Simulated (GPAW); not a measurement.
# Ti K ELNES/XANES of TiPd3 (Pm-3m) from DFT, part 2 of 2

What does one-electron theory with a core hole give for the Ti K edge of TiPd3 (Pm-3m)?

GPAW 26.7.0; X-ray absorption from dipole matrix elements to empty bands, plane-wave PAW LDA.

So far. Step 5 (Spectrum with XCH, Ti atom 4): The total-energy difference is 4970.72 eV. One term is added: -22.68 eV, since the hole is spin-paired here and a spin-polarised one costs that much less in the free atom (computed apart). The photon energy is then 4948.04 eV. The tabulated edge of the element is 4966 eV. The functional leaves an error in such absolute values: in the free atom LDA prices this hole 13.2 eV below PBE (computed apart), and PBE is itself good to a few eV.

## Step 9: Spectrum with XCH, Ti atom 4

Another set-up is tried: mixing parameter to 0.9 and limit of SCF steps to 70.

File xas.py:

```python
import numpy as np
from ase import Atoms
from ase.parallel import parprint, paropen
from gpaw import GPAW, PW, FermiDirac, Mixer, MixerDif, setup_paths
from gpaw.test import gen
setup_paths.insert(0, '.')
gen('Ti', name='fch1s', xcname='LDA', corehole=(1, 0, 1), write_xml=True)
from gpaw.mpi import world
world.barrier()

atoms = Atoms('Pd6Ti2',
    cell=[[3.82, 0, 3.82],
     [0, 3.82, 3.82],
     [-3.82, 0, 3.82]],
    scaled_positions=[[0, 0.5, 0.5],
     [0.5, 0.5, 0],
     [0.5, 0, 0],
     [0, 0, 0.5],
     [0, 0.5, 0],
     [0.5, 0.5, 0.5],
     [0, 0, 0],
     [0.5, 0, 0.5]],
    pbc=True)
atoms.calc = calc = GPAW(legacy_gpaw=True, mode=PW(430, force_complex_dtype=True), xc='LDA', setups={6: 'fch1s'},
    kpts={'size': (7, 7, 7), 'gamma': True}, occupations=FermiDirac(0.1),
    charge=-1, mixer=Mixer(0.9, 5, 50), maxiter=70,
    convergence={'density': 0.0001, 'eigenstates': 1e-6}, txt='scf.txt')
energy = atoms.get_potential_energy() + calc.get_reference_energy()
ef = calc.get_fermi_level()
out = dict(energy=energy, fermi=ef, forces=atoms.get_forces().tolist())
parprint(f'all-electron energy {energy:.4f} eV, Fermi level {ef:.4f} eV')
ev = np.array([[calc.get_eigenvalues(k, s) for k in range(len(calc.get_ibz_k_points()))] for s in range(calc.get_number_of_spins())])
out['homo'], out['lumo'], out['counts'] = ev[ev < ef].max(), ev[ev > ef].min(), sorted(set((ev < ef).sum((0, 2)).tolist()))
out['filled'] = (ev[:, 0] < ef).sum(1).tolist()

from ase.units import Ha
from gpaw.xas import dipole_matrix_elements
nb = int(calc.get_number_of_electrons() / 2) + 109
top, nb = nb, nb + 8 + nb // 12
nscf = calc.fixed_density(kpts={'size': (4, 4, 4), 'gamma': True}, nbands=nb,
    convergence={'bands': top, 'eigenstates': 5e-3}, maxiter=60, txt='nscf.txt')
cell = atoms.cell.array
ops = [cell.T @ U.T @ np.linalg.inv(cell.T) for U in nscf.wfs.kd.symmetry.op_scc]
E = np.arange(-6, 34, 0.1)
fwhm = np.interp(E, [4, 25], [0.94, 3.5])
Y, X, zero, highest = 0, 0, 1e9, 1e9
for spin in range(nscf.get_number_of_spins()):
    wfs = nscf.wfs
    mine = wfs.bd.get_slice()  # this rank's bands
    A = dipole_matrix_elements(wfs.setups[6])
    eps = np.zeros((wfs.kd.nibzkpts, nb))
    d = np.zeros((3, A.shape[1], wfs.kd.nibzkpts, nb), complex)
    for kpt in wfs.kpt_u:
        if kpt.s == spin and 6 in kpt.P_ani:
            eps[kpt.k, mine] = kpt.eps_n * Ha
            d[:, :, kpt.k, mine] = (kpt.weight * wfs.nspins / 2) ** 0.5 * np.inner(A, kpt.P_ani[6])
    world.sum(eps)
    world.sum(d)
    T = np.einsum('amkn,bmkn->abkn', d, d.conj()).real
    T = sum(np.einsum('ai,ijkn,bj->abkn', R, T, R) for R in ops) / len(ops)
    empty = eps > ef
    zero, highest = min(zero, eps[empty].min()), min(highest, eps[:, top - 1].min())
    lines = [(eps, T, empty)] if spin == 0 else lines + [(eps, T, empty)]
for eps, T, empty in lines:
    f = np.einsum('aakn->akn', T).reshape(3, -1)
    x = eps.ravel() - zero
    w = np.interp(x, E, fwhm) / 2.35482
    g = np.exp(-0.5 * ((E[:, None] - x) / w) ** 2) / (w * (2 * np.pi) ** 0.5)
    Y = Y + (f * empty.ravel()) @ g.T
    X = X + (f * ~empty.ravel()) @ g.T
out.update(E=E.round(2).tolist(), xas=Y.tolist(), xes=X.tolist(), zero=zero, valid=highest - zero, nk=len(eps), nb=nb)
for i in range(0, len(E), 10):
    parprint(f'{E[i]:7.2f}', *(f'{v:10.3e}' for v in Y[:, i]))
import json
with paropen('out.json', 'w') as f:
    json.dump(out, f)
```

Run with:

```bash
OMP_NUM_THREADS=1 mpirun -n 4 gpaw python xas.py
```

Wall time 83 s (4 MPI ranks of AMD EPYC 7R43, shared host); peak memory 0.32 GiB; 5.5 min of CPU time.

The risk here was that the mixing parameter is far too large, yet the run reaches the same energy as before to within 5 meV: the setting changed the path, not the result.

This run also has another mesh (4×4×4 against 7×7×7), so the 8 % r.m.s. difference can't be laid on the changed setting alone. The highest intensity below 24 eV goes from 14.0 eV (1.79) to 13.6 eV (1.82).

## Step 10: With and without the hole

Both curves are counted from their own zero, so only the shift of weight within the empty states shows.

```tsv
E (eV)	no hole	XCH
-2.0	0.00	0.00
-1.0	0.00	0.00
0.0	0.36	0.40
1.0	0.89	0.73
2.0	0.78	0.63
3.0	0.56	0.62
4.0	0.84	0.83
5.0	0.72	0.78
6.0	0.68	0.64
7.0	0.43	0.47
8.0	0.64	0.62
9.0	0.73	0.74
10.0	0.84	0.88
11.0	1.02	1.10
12.0	1.31	1.40
13.0	1.60	1.68
14.0	1.78	1.79
15.0	1.68	1.69
16.0	1.43	1.44
17.0	1.18	1.14
18.0	0.99	0.96
19.0	0.98	0.99
20.0	1.19	1.17
21.0	1.34	1.29
22.0	1.24	1.18
23.0	0.98	0.93
24.0	0.75	0.73
25.0	0.67	0.68
26.0	0.71	0.71
27.0	0.74	0.73
28.0	0.73	0.73
29.0	0.72	0.72
30.0	0.72	0.72
31.0	0.76	0.75
32.0	0.79	0.77
```

With each curve scaled to its own mean, the area from −2 to 6 eV with the hole is 4.3 against 4.5, and the centre of weight from −1 to 20 eV moves by +0.1 eV (first and strongest maxima below 20 eV: 1.5 eV (0.98), 4.0 eV (0.84) and 14.1 eV (1.78) without the hole, 1.3 eV (0.73), 4.5 eV (0.88) and 14.0 eV (1.79) with it), a small effect on these measures.

## Step 11: Summary of results

* absorber and edge: Ti K, atom 4 of the ground-state input (counted from 1)
* surroundings: 12 Pd at 2.70 Å (cuboctahedral, site symmetry m-3m)
* highest intensity below 24 eV: 14.0 eV above the zero, height 1.79
* photon energy of the zero, with the added terms: 4948.0 eV (raw 4970.7 eV; LDA puts this hole about 13 eV below PBE, itself good to a few eV)

The Ti K edge of atom 4, with 12 Pd at 2.70 Å (cuboctahedral, site symmetry m-3m), has its highest intensity of the first 24 eV at 14.0 eV above the zero, near 4962 eV in photon energy (LDA puts this hole about 13 eV below PBE, itself good to a few eV), 1.8 times the mean level of the first 20 eV (Gaussian full width 0.94 eV up to 4 eV, rising linearly to 3.5 eV at 25 eV). With each curve scaled to its own mean, the area from −2 to 6 eV with the hole is 4.3 against 4.5, and the centre of weight from −1 to 20 eV moves by +0.1 eV (first and strongest maxima below 20 eV: 1.5 eV (0.98), 4.0 eV (0.84) and 14.1 eV (1.78) without the hole, 1.3 eV (0.73), 4.5 eV (0.88) and 14.0 eV (1.79) with it), a small effect on these measures. Changing the core hole to FCH alters the shape by 6 % r.m.s., so the result is insensitive to this choice. A cell with holes 3.8 Å apart changes the curve by 5 % r.m.s. (5 % after the best shift). The strongest dipole feature below the main edge lies at 4.5 eV (height 0.88); the site has an inversion centre, so it comes from p states mixed with the neighbours' empty states, not from local p–d mixing. Quadrupole 1s→3d transitions, which feed the pre-edge, are not in the dipole spectrum. The holes are only 5.4 Å apart, so the shape is probably not converged with cell size; no larger cell was run here. The mesh is coarse (0.23 Å⁻¹ between points), so small maxima may be mesh ripples. Lifetime broadening is put in by hand, and intensities beyond about 20 eV depend on it and on the partial waves. The structure is a published determination, not relaxed.

[Logs are printed without paths, hosts, clocks, repeated set-up lines and the standing remarks that a program may print on its own settings, such as how far it seeks lower states.]

[Hosts, paths, dates, database ids (printed as entryN), source tags and the programs' standing remarks are cut or masked in the printed files.]

[Lists of maxima count a maximum above −3 eV only where it reaches 4 % of the highest in the window and stands out from its surroundings by 2 % of it (1.5 % where it reaches 55 %); shoulders and weaker maxima are passed over, and of the rest the first, up to two pre-edge ones and the few strongest are named.]
